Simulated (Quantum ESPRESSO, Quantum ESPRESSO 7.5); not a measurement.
## Work function and surface energy of Sr(111) against thickness

Wanted: a thickness series of Sr(111), driven from Python.

Main program and level: Quantum ESPRESSO 7.5; plane-wave DFT, PBE, GBRV ultrasoft pseudopotentials.

The experiments to compare with:

“Anisotropic work function of elemental crystals” (2019, arxiv:1902.07811) quotes from earlier work for Sr (polycrystalline sample, no single face): work function, loosely compared (polycrystalline sample, no single face) 2.59 eV.

This is a report of a sequence of runs, with most program output left out.

## Step 1: The starting structure

The cell holds 8 atoms: 8 Sr. Its edges and angles: a = 4.299 Å, b = 4.299 Å, c = 39.572 Å, α = 90.0°, β = 90.0°, γ = 60.0°. It derives from Sr. Vacuum lies along c.

Structure file:

```xyz
8
Lattice="4.2992 0.0000 0.0000 2.1496 3.7232 0.0000 0.0000 0.0000 39.5720" Properties=species:S:1:pos:R:3
Sr    4.2992    2.4821    7.5000
Sr    0.0000    0.0000   11.0103
Sr    2.1496    1.2411   14.5206
Sr    4.2992    2.4821   18.0309
Sr    0.0000    0.0000   21.5412
Sr    2.1496    1.2411   25.0514
Sr    4.2992    2.4821   28.5617
Sr    0.0000    0.0000   32.0720
```

## Step 2: The script

ASE writes the inputs, starts pw.x and reads the results. Under ESM bc1 the zero of energy of a symmetric slab is the vacuum, so the work function is minus the Fermi level.

run.py

```python
import json
import numpy as np
from ase.build import fcc111
from ase.calculators.espresso import Espresso, EspressoProfile

profile = EspressoProfile(command='mpirun -n 4 pw.x -nk 4', pseudo_dir='../pseudo')
pseudopotentials = {'Sr': 'sr_pbe_v1.uspp.F.UPF'}
system = {'ecutwfc': 40, 'ecutrho': 200, 'occupations': 'smearing', 'smearing': 'mv', 'degauss': 0.02}


def calculator(name, kpts, **extra):
    data = dict(control=dict(tprnfor=True, verbosity='high', disk_io='none'),
                system=system | extra,
                electrons=dict(conv_thr=1e-07, mixing_beta=0.4, mixing_mode='local-TF',
                               electron_maxstep=100))
    return Espresso(profile=profile, directory=name, pseudopotentials=pseudopotentials, kpts=kpts, input_data=data)


def centre(atoms):
    z = atoms.positions[:, 2]
    atoms.positions[:, 2] -= (z.max() + z.min()) / 2  # ESM wants the slab about z = 0
    return atoms


rows = []
for n in [3, 4, 5, 6, 7, 8]:
    slab = centre(fcc111('Sr', size=(1, 1, n), a=6.08, vacuum=7.5, periodic=True))
    slab.set_initial_magnetic_moments([0.0] * n)
    slab.calc = calculator(f'n{n}', (6, 6, 1), assume_isolated='esm', esm_bc='bc1')
    energy = slab.get_potential_energy()
    work = -slab.calc.get_fermi_level()
    force = slab.get_forces()[-1, 2]
    rows.append([n, energy, work, force])
    print(f'{n} layers: E = {energy:.5f} eV, work function {work:.3f} eV, force on the top atom {force:+.3f} eV/A')

n, energy = np.array(rows)[:, :2].T
slope, offset = np.polyfit(n[1:], energy[1:], 1)
area = np.linalg.norm(np.cross(*slab.cell[:2]))
gamma = offset / (2 * area) * 16.0218
print(f'bulk energy from the slope {slope:.5f} eV an atom; unrelaxed surface energy {gamma:.3f} J/m^2')
json.dump(dict(rows=rows, slope=slope, gamma=gamma), open('result.json', 'w'))
```

Command:

```sh
$ OMP_NUM_THREADS=1 python run.py
```

The job ended after 13 min (4 MPI ranks of Arm Neoverse V1, shared host; peak memory 1.8 GiB; 50 min of CPU time).

Read from the output:

```
surface energy                     : 0.3305 J/m²
work function of the thickest slab : 2.679 eV
```

Work function against layers:

```tsv
layers	work function (eV)
3.00	2.65
4.00	2.67
5.00	2.68
6.00	2.68
7.00	2.68
8.00	2.68
```

Table of force on the top atom along the normal by layers:

```tsv
layers	force on the top atom along the normal (eV/Å)
3.00	-0.0877
4.00	-0.0764
5.00	-0.0704
6.00	-0.0644
7.00	-0.0654
8.00	-0.0709
```

Table of energy less the bulk line's slope by layers:

```tsv
layers	energy less the bulk line's slope (meV)
3.00	663
4.00	658
5.00	662
6.00	662
7.00	661
8.00	659
```

## Step 3: The script: PBE, SG15 norm-conserving

Level of this step: plane-wave DFT, PBE, SG15 norm-conserving pseudopotentials (Quantum ESPRESSO 7.5).

run.py is the input of step 2 with these lines changed:

```diff
@@ -6,4 +6,4 @@
 profile = EspressoProfile(command='mpirun -n 4 pw.x -nk 4', pseudo_dir='../pseudo')
-pseudopotentials = {'Sr': 'sr_pbe_v1.uspp.F.UPF'}
-system = {'ecutwfc': 40, 'ecutrho': 200, 'occupations': 'smearing', 'smearing': 'mv', 'degauss': 0.02}
+pseudopotentials = {'Sr': 'Sr_ONCV_PBE-1.2.upf'}
+system = {'ecutwfc': 60, 'ecutrho': 240, 'occupations': 'smearing', 'smearing': 'mv', 'degauss': 0.02}
```

Command:

```sh
$ OMP_NUM_THREADS=1 python run.py
```

It took 34 min on 4 MPI ranks; peak memory 2.2 GiB; 2.3 h of CPU time.

This step gave:

```
surface energy                     : 0.3319 J/m²
work function of the thickest slab : 2.681 eV
```

Work function against layers:

```tsv
layers	work function (eV)
3.00	2.65
4.00	2.67
5.00	2.68
6.00	2.68
7.00	2.68
8.00	2.68
```

The force on the top atom along the normal by layers:

```tsv
layers	force on the top atom along the normal (eV/Å)
3.00	-0.0804
4.00	-0.0743
5.00	-0.0629
6.00	-0.0697
7.00	-0.0668
8.00	-0.0671
```

Energy less the bulk line's slope against layers:

```tsv
layers	energy less the bulk line's slope (meV)
3.00	666
4.00	661
5.00	665
6.00	665
7.00	664
8.00	662
```

## Step 4: A check by hand

γ = (E_N − N e_bulk)/(2A). The excess of the thickest slab is 0.659 eV and A = 16.007 Å²: 0.659/(2 × 16.007) × 16.02 = 0.33 J/m² (1 eV/Å² = 16.02 J/m²); the fit's intercept gives 0.33.

## Step 5: Summary of results

| Quantity | Value |
| --- | --- |
| work function of the thickest slab, PBE, GBRV ultrasoft | 2.68 eV |
| unrelaxed surface energy, PBE, GBRV ultrasoft | 0.33 J/m² |
| work function of the thickest slab, PBE, SG15 norm-conserving | 2.68 eV |
| unrelaxed surface energy, PBE, SG15 norm-conserving | 0.33 J/m² |

The thickest slab gives a work function of 2.68 eV and the series an unrelaxed surface energy of 0.33 J/m² (PBE, GBRV ultrasoft). The work function swings by 0.04 eV over 3 to 8 layers and by 0.00 eV over the last step; confined states crossing the Fermi level and the finite mesh both contribute. From 3 layers on it stays within 0.1 eV. The force on the top atom of the thickest slab points inwards (0.07 eV/Å). The slabs are cut from the bulk at the tabulated lattice constant and not relaxed; the surface energy comes from a straight line through the energies of all but the thinnest slab.

Comparison with the measured values:

| quantity | measured | PBE, GBRV | PBE, SG15 |
| --- | --- | --- | --- |
| work function, loosely compared (polycrystalline sample, no single face) (eV) | 2.59 | 2.68 (+0.09 eV) | 2.68 (+0.09 eV) |

Measured values from arxiv:1902.07811 (2019).

Verdict: A polycrystal averages over faces, so this is a loose comparison.

[Logs are printed without paths, hosts, clocks, repeated set-up lines and the standing remarks that a program may print on its own settings, such as how far it seeks lower states.]

[Hosts, paths, dates, database ids (printed as entryN), source tags and the programs' standing remarks are cut or masked in the printed files.]

[Maps of the electrostatic potential energy from Ansatz leave out the sawtooth potential of an applied field or a dipole correction, so their vacuum need not be flat; planar profiles and work functions include it.]
